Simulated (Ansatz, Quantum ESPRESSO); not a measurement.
# Y2COF MXene, 1 layer: response to a perpendicular field, part 3 of 7

Aim: how Y2COF MXene, 1 layer screens a field along its normal, and what the field does to its bands.

Quantum ESPRESSO 7.5; plane-wave DFT, PBE, GBRV ultrasoft pseudopotentials; geometry and cross-check by Ansatz 0.2.0 with PAW datasets.

So far. Step 3 (SCF with pw.x: no field): The run needed 15 iterations to bring the estimated error under 1e-09 Ry; the largest force on any atom, held or free, is 0.01 eV/Å. Step 4 (Electrostatic potential): The vacuum is flat to 0.1 meV/Å, so its level is well defined. Inside the slab the curve depends on the local part of the pseudopotentials; only the vacuum level has a meaning of its own.

### 5. Band structure: no field

The density is frozen and the levels are solved along a path.

Contents of f0.bands.in:

```
&control
  prefix = 'f0.bands'
  outdir = './out'
  pseudo_dir = './pseudo'
  calculation = 'bands'
  tefield = .true.
  dipfield = .true.
/
&system
  ibrav = 0
  nat = 5
  ntyp = 4
  ecutwfc = 40
  ecutrho = 200
  occupations = 'smearing'
  smearing = 'fd'
  degauss = 0.004
  edir = 3
  emaxpos = 0.97
  eopreg = 0.04
  eamp = 0.0
  nbnd = 25
/
&electrons
  conv_thr = 1e-07
  mixing_beta = 0.4
  electron_maxstep = 120
  mixing_mode = 'local-TF'
/
ATOMIC_SPECIES
  F   18.9984  f_pbe_v1.4.uspp.F.UPF
  Y   88.9058  y_pbe_v1.4.uspp.F.UPF
  C   12.0110  c_pbe_v1.2.uspp.F.UPF
  O   15.9990  o_pbe_v1.2.uspp.F.UPF
CELL_PARAMETERS angstrom
  3.54630680050312 0.00000000000000 0.00000000000000
  -1.77315340025156 3.07119177884921 -0.00000000000000
  0.00000000000000 0.00000000000000 22.08373083160000
ATOMIC_POSITIONS crystal
  F   0.333333333333 0.666666666667 0.378674551785
  Y   0.666666666667 0.333333333333 0.432768353352
  C   -0.000000000000 -0.000000000000 0.492862234641
  Y   0.333333333333 0.666666666667 0.575268443728
  O   0.666666666667 0.333333333333 0.608274792994
K_POINTS crystal_b
4
  0.0000000000 0.0000000000 0.0000000000 14
  0.5000000000 0.0000000000 0.0000000000 14
  0.3333333333 0.3333333333 0.0000000000 14
  0.0000000000 0.0000000000 0.0000000000 1
```

On the command line:

```bash
$ cp -r out/f0.save out/f0.bands.save
$ cp out/f0.xml out/f0.bands.xml
$ OMP_NUM_THREADS=1 mpirun -n 4 pw.x -nk 4 -in f0.bands.in > f0.bands.out
```

Output:

```text
[banner, memory and clock lines left out]
Program PWSCF v.7.5 starts

          URL

     Presently no symmetry can be used with electric field

     Atomic positions and unit cell read from directory:
     ./out/f0.bands.save/

     G-vector sticks info

     bravais-lattice index     =            0
     lattice parameter (alat)  =       6.7015  a.u.
     unit-cell volume          =    1623.1262 (a.u.)^3
     number of atoms/cell      =            5
     number of atomic types    =            4
     number of electrons       =        39.00
     number of Kohn-Sham states=           25
     kinetic-energy cutoff     =      40.0000  Ry
     charge density cutoff     =     200.0000  Ry
     Exchange-correlation= SLA  PW   PBE  PBE
                           (   1   4   3   4   0   0   0)

     celldm(1)=   6.701549  celldm(2)=   0.000000  celldm(3)=   0.000000
     celldm(4)=   0.000000  celldm(5)=   0.000000  celldm(6)=   0.000000

     crystal axes: (cart. coord. in units of alat)
               a(1) = (   1.000000   0.000000   0.000000 )
               a(2) = (  -0.500000   0.866025  -0.000000 )
               a(3) = (   0.000000   0.000000   6.227248 )

     reciprocal axes: (cart. coord. in units 2 pi/alat)
               b(1) = (  1.000000  0.577350 -0.000000 )
               b(2) = (  0.000000  1.154701  0.000000 )
               b(3) = ( -0.000000  0.000000  0.160585 )

     PseudoPot. # 1 for F  read from file:
     ./pseudo/f_pbe_v1.4.uspp.F.UPF
     Pseudo is Ultrasoft, Zval =  7.0
     Generated by new atomic code, or converted to UPF format
     Using radial grid of  799 points,  4 beta functions with:
                l(1) =   0
                l(2) =   0
                l(3) =   1
                l(4) =   1
     Q(r) pseudized with  8 coefficients,  rinner =    0.950   0.950   0.950

     PseudoPot. # 2 for Y  read from file:
     ./pseudo/y_pbe_v1.4.uspp.F.UPF
     Pseudo is Ultrasoft + core correction, Zval = 11.0
     Generated by new atomic code, or converted to UPF format
     Using radial grid of  885 points,  6 beta functions with:
                l(1) =   0
                l(2) =   0
                l(3) =   1
                l(4) =   1
                l(5) =   2
                l(6) =   2
     Q(r) pseudized with  8 coefficients,  rinner =    1.200   1.200   1.200
                                                       1.200   1.200

     PseudoPot. # 3 for C  read from file:
     ./pseudo/c_pbe_v1.2.uspp.F.UPF
     Pseudo is Ultrasoft + core correction, Zval =  4.0
     Generated by new atomic code, or converted to UPF format
     Using radial grid of  721 points,  4 beta functions with:
                l(1) =   0
                l(2) =   0
                l(3) =   1
                l(4) =   1
     Q(r) pseudized with  8 coefficients,  rinner =    1.100   1.100   1.100

     PseudoPot. # 4 for O  read from file:
     ./pseudo/o_pbe_v1.2.uspp.F.UPF
     Pseudo is Ultrasoft + core correction, Zval =  6.0
     Generated by new atomic code, or converted to UPF format
     Using radial grid of  737 points,  5 beta functions with:
                l(1) =   0
                l(2) =   0
                l(3) =   1
                l(4) =   1
                l(5) =   2
     Q(r) pseudized with  8 coefficients,  rinner =    0.900   0.900   0.900
                                                       0.900   0.900

     atomic species   valence    mass     pseudopotential
     F                 7.00    18.99840     F ( 1.00)
     Y                11.00    88.90580     Y ( 1.00)
     C                 4.00    12.01100     C ( 1.00)
     O                 6.00    15.99900     O ( 1.00)

     No symmetry found

   Cartesian axes

     site n.     atom                  positions (alat units)
         1        F      tau(   1) = (  -0.0000000   0.5773503   2.3581002  )
         2        Y      tau(   2) = (   0.5000000   0.2886751   2.6949557  )
         3        C      tau(   3) = (   0.0000000   0.0000000   3.0691752  )
         4        Y      tau(   4) = (  -0.0000000   0.5773503   3.5823391  )
         5        O      tau(   5) = (   0.5000000   0.2886751   3.7878778  )

     number of k points=    43  Fermi-Dirac smearing, width (Ry)=  0.0040
                       cart. coord. in units 2pi/alat
        k(    1) = (   0.0000000   0.0000000   0.0000000), wk =   0.0465116
        k(    2) = (   0.0357143   0.0206197   0.0000000), wk =   0.0465116
        k(    3) = (   0.0714286   0.0412393   0.0000000), wk =   0.0465116
        k(    4) = (   0.1071429   0.0618590   0.0000000), wk =   0.0465116
        k(    5) = (   0.1428571   0.0824786   0.0000000), wk =   0.0465116
        k(    6) = (   0.1785714   0.1030983   0.0000000), wk =   0.0465116
        k(    7) = (   0.2142857   0.1237179   0.0000000), wk =   0.0465116
        k(    8) = (   0.2500000   0.1443376   0.0000000), wk =   0.0465116
        k(    9) = (   0.2857143   0.1649572   0.0000000), wk =   0.0465116
        k(   10) = (   0.3214286   0.1855769   0.0000000), wk =   0.0465116
        k(   11) = (   0.3571429   0.2061965   0.0000000), wk =   0.0465116
        k(   12) = (   0.3928571   0.2268162   0.0000000), wk =   0.0465116
        k(   13) = (   0.4285714   0.2474358   0.0000000), wk =   0.0465116
        k(   14) = (   0.4642857   0.2680555   0.0000000), wk =   0.0465116
        k(   15) = (   0.5000000   0.2886751   0.0000000), wk =   0.0465116
        k(   16) = (   0.4880952   0.3092948   0.0000000), wk =   0.0465116
        k(   17) = (   0.4761905   0.3299144   0.0000000), wk =   0.0465116
        k(   18) = (   0.4642857   0.3505341   0.0000000), wk =   0.0465116
        k(   19) = (   0.4523810   0.3711537   0.0000000), wk =   0.0465116
        k(   20) = (   0.4404762   0.3917734   0.0000000), wk =   0.0465116
        k(   21) = (   0.4285714   0.4123930   0.0000000), wk =   0.0465116
        k(   22) = (   0.4166667   0.4330127   0.0000000), wk =   0.0465116
        k(   23) = (   0.4047619   0.4536324   0.0000000), wk =   0.0465116
        k(   24) = (   0.3928571   0.4742520   0.0000000), wk =   0.0465116
        k(   25) = (   0.3809524   0.4948717   0.0000000), wk =   0.0465116
        k(   26) = (   0.3690476   0.5154913   0.0000000), wk =   0.0465116
        k(   27) = (   0.3571429   0.5361110   0.0000000), wk =   0.0465116
        k(   28) = (   0.3452381   0.5567306   0.0000000), wk =   0.0465116
        k(   29) = (   0.3333333   0.5773503   0.0000000), wk =   0.0465116
        k(   30) = (   0.3095238   0.5361110   0.0000000), wk =   0.0465116
        k(   31) = (   0.2857143   0.4948717   0.0000000), wk =   0.0465116
[...]
-42.1467 -40.8176 -25.0347 -22.2923 -22.1526 -21.9862 -21.8561 -20.9433
   -20.8710 -15.8237  -8.4195  -6.6104  -6.2274  -5.9958  -3.5049  -2.4043
    -2.1910  -1.8800  -1.1262  -0.5708   2.1252   4.3297   4.7273   5.1787
     5.3429

          k = 0.4643 0.3505 0.0000 (  6928 PWs)   bands (ev):

   -42.1463 -40.8171 -25.0342 -22.2927 -22.1784 -21.9648 -21.8512 -20.9430
   -20.8861 -15.8144  -8.4174  -6.6058  -6.2261  -5.9948  -3.4737  -2.4133
    -2.1918  -1.8943  -1.1247  -0.5981   2.1734   4.2875   4.6996   5.1566
     5.2399

          k = 0.4524 0.3712 0.0000 (  6950 PWs)   bands (ev):

   -42.1457 -40.8165 -25.0337 -22.2945 -22.2045 -21.9432 -21.8449 -20.9433
   -20.9054 -15.8022  -8.4146  -6.5991  -6.2250  -5.9935  -3.4307  -2.4252
    -2.1950  -1.9126  -1.1232  -0.6329   2.2379   4.2303   4.6640   5.0804
     5.1899

          k = 0.4405 0.3918 0.0000 (  6956 PWs)   bands (ev):

   -42.1451 -40.8157 -25.0331 -22.2997 -22.2269 -21.9229 -21.8376 -20.9481
   -20.9241 -15.7877  -8.4111  -6.5901  -6.2247  -5.9920  -3.3768  -2.4393
    -2.2028  -1.9324  -1.1219  -0.6725   2.3161   4.1603   4.6238   4.9724
     5.1755

          k = 0.4286 0.4124 0.0000 (  6952 PWs)   bands (ev):

   -42.1443 -40.8148 -25.0325 -22.3110 -22.2420 -21.9043 -21.8298 -20.9670
   -20.9314 -15.7717  -8.4071  -6.5788  -6.2258  -5.9902  -3.3129  -2.4552
    -2.2181  -1.9507  -1.1211  -0.7144   2.4057   4.0808   4.5831   4.8625
     5.1672

          k = 0.4167 0.4330 0.0000 (  6964 PWs)   bands (ev):

   -42.1434 -40.8139 -25.0320 -22.3284 -22.2489 -21.8876 -21.8221 -20.9943
   -20.9318 -15.7550  -8.4028  -6.5650  -6.2287  -5.9885  -3.2403  -2.4725
    -2.2435  -1.9642  -1.1210  -0.7568   2.5041   3.9960   4.5453   4.7540
     5.1602

          k = 0.4048 0.4536 0.0000 (  6958 PWs)   bands (ev):

   -42.1426 -40.8129 -25.0315 -22.3483 -22.2506 -21.8731 -21.8151 -21.0230
   -20.9307 -15.7386  -8.3981  -6.5493  -6.2339  -5.9867  -3.1606  -2.4908
    -2.2799  -1.9710  -1.1216  -0.7978   2.6086   3.9114   4.5124   4.6472
     5.1530

          k = 0.3929 0.4743 0.0000 (  6948 PWs)   bands (ev):

   -42.1417 -40.8119 -25.0313 -22.3677 -22.2499 -21.8607 -21.8092 -21.0507
   -20.9292 -15.7232  -8.3934  -6.5320  -6.2414  -5.9850  -3.0755  -2.5101
    -2.3258  -1.9715  -1.1231  -0.8361   2.7153   3.8340   4.4822   4.5444
     5.1445

          k = 0.3810 0.4949 0.0000 (  6940 PWs)   bands (ev):

   -42.1409 -40.8110 -25.0312 -22.3847 -22.2482 -21.8506 -21.8046 -21.0756
   -20.9277 -15.7095  -8.3887  -6.5140  -6.2511  -5.9834  -2.9870  -2.5302
    -2.3781  -1.9677  -1.1255  -0.8699   2.8183   3.7720   4.4199   4.4803
     5.1347

          k = 0.3690 0.5155 0.0000 (  6947 PWs)   bands (ev):

   -42.1403 -40.8103 -25.0312 -22.3985 -22.2462 -21.8429 -21.8016 -21.0962
   -20.9263 -15.6981  -8.3843  -6.4966  -6.2621  -5.9819  -2.8978  -2.5514
    -2.4333  -1.9615  -1.1291  -0.8976   2.9087   3.7351   4.3199   4.4607
     5.1246

          k = 0.3571 0.5361 0.0000 (  6937 PWs)   bands (ev):

   -42.1397 -40.8096 -25.0314 -22.4086 -22.2445 -21.8375 -21.8000 -21.1116
   -20.9252 -15.6897  -8.3806  -6.4815  -6.2728  -5.9806  -2.8112  -2.5738
    -2.4876  -1.9552  -1.1336  -0.9175   2.9759   3.7318   4.2214   4.4497
     5.1156

          k = 0.3452 0.5567 0.0000 (  6919 PWs)   bands (ev):

   -42.1394 -40.8092 -25.0316 -22.4147 -22.2433 -21.8344 -21.7995 -21.1209
   -20.9245 -15.6844  -8.3779  -6.4709  -6.2810  -5.9797  -2.7352  -2.5956
    -2.5353  -1.9505  -1.1379  -0.9290   3.0128   3.7585   4.1381   4.4433
     5.1093

          k = 0.3333 0.5774 0.0000 (  6933 PWs)   bands (ev):

   -42.1392 -40.8091 -25.0317 -22.4167 -22.2429 -21.8335 -21.7996 -21.1240
   -20.9242 -15.6826  -8.3769  -6.4671  -6.2842  -5.9794  -2.6991  -2.6023
    -2.5622  -1.9488  -1.1398  -0.9326   3.0230   3.7807   4.0997   4.4410
     5.1069

          k = 0.3095 0.5361 0.0000 (  6935 PWs)   bands (ev):

   -42.1398 -40.8097 -25.0310 -22.4091 -22.2446 -21.8364 -21.7979 -21.1126
   -20.9254 -15.6899  -8.3823  -6.4803  -6.2721  -5.9813  -2.7680  -2.6416
    -2.4667  -1.9547  -1.1282  -0.9216   3.0026   3.6744   4.2393   4.4508
     5.1171

          k = 0.2857 0.4949 0.0000 (  6951 PWs)   bands (ev):

   -42.1417 -40.8118 -25.0284 -22.3889 -22.2489 -21.8411 -21.7895 -21.0822
   -20.9291 -15.7120  -8.4020  -6.5049  -6.2459  -5.9888  -2.8624  -2.6900
    -2.3717  -1.9602  -1.0910  -0.8967   2.9737   3.4936   4.4449   4.4811
     5.1450

          k = 0.2619 0.4536 0.0000 (  6915 PWs)   bands (ev):

   -42.1449 -40.8155 -25.0226 -22.3629 -22.2508 -21.8419 -21.7700 -21.0398
   -20.9353 -15.7482  -8.4401  -6.5214  -6.2189  -6.0038  -2.9523  -2.7365
    -2.3300  -1.9415  -1.0347  -0.8667   2.9559   3.3186   4.5255   4.5473
     5.1724

          k = 0.2381 0.4124 0.0000 (  6907 PWs)   bands (ev):

   -42.1496 -40.8209 -25.0132 -22.3436 -22.2393 -21.8373 -21.7349 -20.9935
   -20.9418 -15.7978  -8.4972  -6.5210  -6.1974  -6.0267  -3.0379  -2.7790
    -2.3347  -1.8931  -0.9703  -0.8350   2.9520   3.1663   4.4814   4.5896
     5.1703

          k = 0.2143 0.3712 0.0000 (  6903 PWs)   bands (ev):

   -42.1556 -40.8277 -25.0001 -22.3381 -22.2078 -21.8290 -21.6801 -20.9671
   -20.9287 -15.8601  -8.5700  -6.5043  -6.1848  -6.0544  -3.1208  -2.8166
    -2.3643  -1.8269  -0.9090  -0.7965   2.9511   3.0551   4.2946   4.6489
     5.1229

          k = 0.1905 0.3299 0.0000 (  6915 PWs)   bands (ev):

   -42.1628 -40.8357 -24.9840 -22.3369 -22.1659 -21.8201 -21.6050 -20.9729
   -20.8852 -15.9345  -8.6521  -6.4778  -6.1849  -6.0802  -3.1983  -2.8522
    -2.4112  -1.7449  -0.8642  -0.7387   2.9013   3.0413   4.0369   4.7015
     5.0185

          k = 0.1667 0.2887 0.0000 (  6935 PWs)   bands (ev):

   -42.1706 -40.8446 -24.9663 -22.3302 -22.1230 -21.8131 -21.5130 -20.9801
   -20.8416 -16.0202  -8.7363  -6.4492  -6.2005  -6.0968  -3.2652  -2.8908
    -2.4784  -1.6400  -0.8400  -0.6586   2.8343   3.0938   3.7634   4.7068
     4.7916

          k = 0.1429 0.2474 0.0000 (  6937 PWs)   bands (ev):

   -42.1788 -40.8539 -24.9483 -22.3128 -22.0843 -21.8108 -21.4127 -20.9798
   -20.8028 -16.1156  -8.8162  -6.4246  -6.2256  -6.1062  -3.3159  -2.9369
    -2.5653  -1.5106  -0.8290  -0.5655   2.7806   3.1720   3.5273   4.4336
     4.7491

          k = 0.1190 0.2062 0.0000 (  6923 PWs)   bands (ev):

   -42.1868 -40.8630 -24.9317 -22.2827 -22.0519 -21.8156 -21.3194 -20.9620
   -20.7700 -16.2175  -8.8873  -6.4054  -6.2510  -6.1159  -3.3464  -2.9933
    -2.6624  -1.3768  -0.8124  -0.4695   2.7308   3.2390   3.3945   4.1492
     4.5398

          k = 0.0952 0.1650 0.0000 (  6943 PWs)   bands (ev):

   -42.1943 -40.8713 -24.9175 -22.2398 -22.0265 -21.8299 -21.2519 -20.9157
   -20.7435 -16.3205  -8.9470  -6.3894  -6.2720  -6.1312  -3.3542  -3.0595
    -2.7575  -1.2914  -0.7441  -0.3808   2.6735   3.2317   3.4246   3.9042
     4.3253

          k = 0.0714 0.1237 0.0000 (  6941 PWs)   bands (ev):

   -42.2006 -40.8785 -24.9063 -22.1864 -22.0078 -21.8554 -21.2166 -20.8445
   -20.7233 -16.4167  -8.9939  -6.3719  -6.2874  -6.1541  -3.3395  -3.1291
    -2.8428  -1.2906  -0.5955  -0.3084   2.6097   3.2454   3.4726   3.7095
     4.1613

          k = 0.0476 0.0825 0.0000 (  6955 PWs)   bands (ev):

   -42.2054 -40.8839 -24.8985 -22.1257 -21.9951 -21.8924 -21.2024 -20.7709
   -20.7092 -16.4962  -9.0274  -6.3494  -6.2980  -6.1842  -3.3065  -3.1908
    -2.9165  -1.3367  -0.4159  -0.2570   2.5438   3.2980   3.4627   3.5833
     4.0309

          k = 0.0238 0.0412 0.0000 (  6957 PWs)   bands (ev):

   -42.2084 -40.8874 -24.8939 -22.0624 -21.9879 -21.9400 -21.1977 -20.7174
   -20.7008 -16.5492  -9.0475  -6.3227  -6.3042  -6.2169  -3.2676  -3.2330
    -2.9747  -1.3825  -0.2725  -0.2272   2.4864   3.3610   3.4146   3.5297
     3.9329

          k = 0.0000 0.0000 0.0000 (  6961 PWs)   bands (ev):

   -42.2095 -40.8885 -24.8924 -22.0114 -21.9855 -21.9855 -21.1966 -20.6980
   -20.6980 -16.5678  -9.0542  -6.3062  -6.3062  -6.2357  -3.2479  -3.2479
    -2.9996  -1.4007  -0.2175  -0.2175   2.4622   3.3920   3.3920   3.5139
     3.8943

     XML data file, pseudopotentials, collected wavefunctions

                                        0.00s GPU  (     827 calls)
[key lines of the parts left out:]
Dipole field         -0.0013 Ry au,
```

Wall time 33 s (4 MPI ranks of Arm Neoverse V2, shared host); peak memory 0.38 GiB.

Band numbers count within the set of bands kept for display. The electronic bands at the labelled points (eV, zero at the Fermi level; # counts the bands kept):

```
  point     #6     #7     #8     #9    #10   #11   #12   #13
      Γ  -2.67  -2.42  -0.82   0.37   0.37  3.04  3.97  3.97
halfway  -2.22  -2.02  -0.98  -0.27   0.14  3.01  4.00  4.43
      M  -1.81  -1.61  -1.29  -0.54   0.04  2.67  4.95  5.33
halfway  -1.89  -1.66  -1.38  -0.54  -0.17  3.09  4.58  5.13
      K  -2.02  -1.98  -1.37  -0.56  -0.35  3.61  4.36  4.68
halfway  -2.31  -1.90  -1.06  -0.26  -0.08  3.42  3.68  4.35
      Γ  -2.67  -2.42  -0.82   0.37   0.37  3.04  3.97  3.97
```

### 6. Self-consistent run: field 0.1 V/Å

eamp is the field in Hartree atomic units (1 a.u. = 51.42 V/Å). With dipfield on, it is the field in the vacuum beside an isolated sheet. The run starts from the density of the one before.

Contents of f1.in:

```
&control
  prefix = 'f1'
  outdir = './out'
  pseudo_dir = './pseudo'
  calculation = 'scf'
  tprnfor = .true.
  tefield = .true.
  dipfield = .true.
/
&system
  ibrav = 0
  nat = 5
  ntyp = 4
  ecutwfc = 40
  ecutrho = 200
  occupations = 'smearing'
  smearing = 'fd'
  degauss = 0.004
  edir = 3
  emaxpos = 0.97
  eopreg = 0.04
  eamp = 0.00194469
/
&electrons
  conv_thr = 1e-09
  mixing_beta = 0.4
  electron_maxstep = 120
  mixing_mode = 'plain'
  startingpot = 'file'
/
ATOMIC_SPECIES
  F   18.9984  f_pbe_v1.4.uspp.F.UPF
  Y   88.9058  y_pbe_v1.4.uspp.F.UPF
  C   12.0110  c_pbe_v1.2.uspp.F.UPF
  O   15.9990  o_pbe_v1.2.uspp.F.UPF
CELL_PARAMETERS angstrom
  3.54630680050312 0.00000000000000 0.00000000000000
  -1.77315340025156 3.07119177884921 -0.00000000000000
  0.00000000000000 0.00000000000000 22.08373083160000
ATOMIC_POSITIONS crystal
  F   0.333333333333 0.666666666667 0.378674551785
  Y   0.666666666667 0.333333333333 0.432768353352
  C   -0.000000000000 -0.000000000000 0.492862234641
  Y   0.333333333333 0.666666666667 0.575268443728
  O   0.666666666667 0.333333333333 0.608274792994
K_POINTS automatic
  12 12 1 0 0 0
```

On the command line:

```bash
$ cp -r out/f0.save out/f1.save
$ OMP_NUM_THREADS=1 mpirun -n 4 pw.x -nk 4 -in f1.in > f1.out
```

Output:

```text
[banner, memory and clock lines left out]
Program PWSCF v.7.5 starts
[...]
number of electrons       =        39.00
     number of Kohn-Sham states=           24
     kinetic-energy cutoff     =      40.0000  Ry
     charge density cutoff     =     200.0000  Ry
[...]
number of k points=    74  Fermi-Dirac smearing, width (Ry)=  0.0040
[...]
Dense  grid:    77323 G-vectors     FFT dimensions: (  32,  32, 192)
[...]
The initial density is read from file :
[...]
negative rho (up, down):  4.738E-04 0.000E+00
[...]
Starting wfcs are   38 randomized atomic wfcs
[...]
negative rho (up, down):  4.724E-04 0.000E+00
[...]
estimated scf accuracy    <       0.00506831 Ry
[...]
negative rho (up, down):  4.725E-04 0.000E+00
[...]
estimated scf accuracy    <       0.01822542 Ry
[...]
negative rho (up, down):  4.722E-04 0.000E+00
[...]
estimated scf accuracy    <       0.00008767 Ry
[...]
negative rho (up, down):  4.723E-04 0.000E+00
[...]
estimated scf accuracy    <       0.00001215 Ry
[...]
negative rho (up, down):  4.725E-04 0.000E+00
[...]
estimated scf accuracy    <       0.00000515 Ry
[...]
negative rho (up, down):  4.728E-04 0.000E+00
[...]
estimated scf accuracy    <       0.00000049 Ry
[...]
negative rho (up, down):  4.730E-04 0.000E+00
[...]
estimated scf accuracy    <       0.00000004 Ry
[...]
negative rho (up, down):  4.731E-04 0.000E+00
[...]
estimated scf accuracy    <          8.2E-09 Ry
[...]
negative rho (up, down):  4.731E-04 0.000E+00
[...]
estimated scf accuracy    <          6.0E-09 Ry
[...]
negative rho (up, down):  4.731E-04 0.000E+00
[...]
Computed dipole along edir(3) :
        Dipole               -0.1048 Ry au,         -0.2663 Debye
        Dipole field         -0.0008 Ry au,
        E field amplitude [Ha a.u.]:  1.9447E-03
        Potential amp.        0.2208 Ry
        Total length         40.0629 bohr
[...]
the Fermi energy is    -0.5629 ev
!    total energy              =    -278.48920550 Ry
     estimated scf accuracy    <          7.8E-10 Ry
     smearing contrib. (-TS)   =      -0.00307938 Ry
     internal energy E=F+TS    =    -278.48612612 Ry
[...]
one-electron contribution =   -1720.77331411 Ry
     hartree contribution      =     866.19009263 Ry
     xc contribution           =     -75.13131663 Ry
     ewald contribution        =     651.22791946 Ry
     electric field correction =       0.00049252 Ry
     convergence has been achieved in  10 iterations
     negative rho (up, down):  4.731E-04 0.000E+00
[...]
Total force =     0.003613     Total SCF correction =     0.000139
[...]
```

Elapsed: 69 s, on 4 MPI ranks; peak memory 0.65 GiB.

Read from the output:

```
free energy             : -3789.0387 eV
energy at zero smearing : -3789.0177 eV
Fermi energy            : -0.5629 eV
dipole along the normal : -0.05544 e·Å
```

The dipole goes from -0.0889 to -0.0554 e Å, 0.3350 e Å per V/Å.

### 7. Potential by pp.x

Contents of f1.pot.in:

```
&inputpp
  prefix = 'f1'
  outdir = './out'
  filplot = 'f1.pot.dat'
  plot_num = 11
/
```

On the command line:

```bash
$ OMP_NUM_THREADS=1 mpirun -n 4 pp.x -in f1.pot.in > f1.pot.out
```

It took 1 s on 4 MPI ranks; peak memory 0.1 GiB.

This step gave:

```
slope of the potential above                                          : 0.1000 eV/Å
upper vacuum line continued to the top atoms, over the Fermi level    : 5.931 eV
slope of the potential below                                          : 0.09999 eV/Å
lower vacuum line continued to the bottom atoms, over the Fermi level : 4.503 eV
```

The slope in the vacuum is 0.100 eV/Å for an applied 0.10 V/Å, as it should be.

(Part 3 of 7 ends here.)

[Logs are printed without paths, hosts, clocks, repeated set-up lines and the standing remarks that a program may print on its own settings, such as how far it seeks lower states.]

[Hosts, paths, dates, database ids (printed as entryN), source tags and the programs' standing remarks are cut or masked in the printed files.]

[Maps of the electrostatic potential energy from Ansatz leave out the sawtooth potential of an applied field or a dipole correction, so their vacuum need not be flat; planar profiles and work functions include it.]
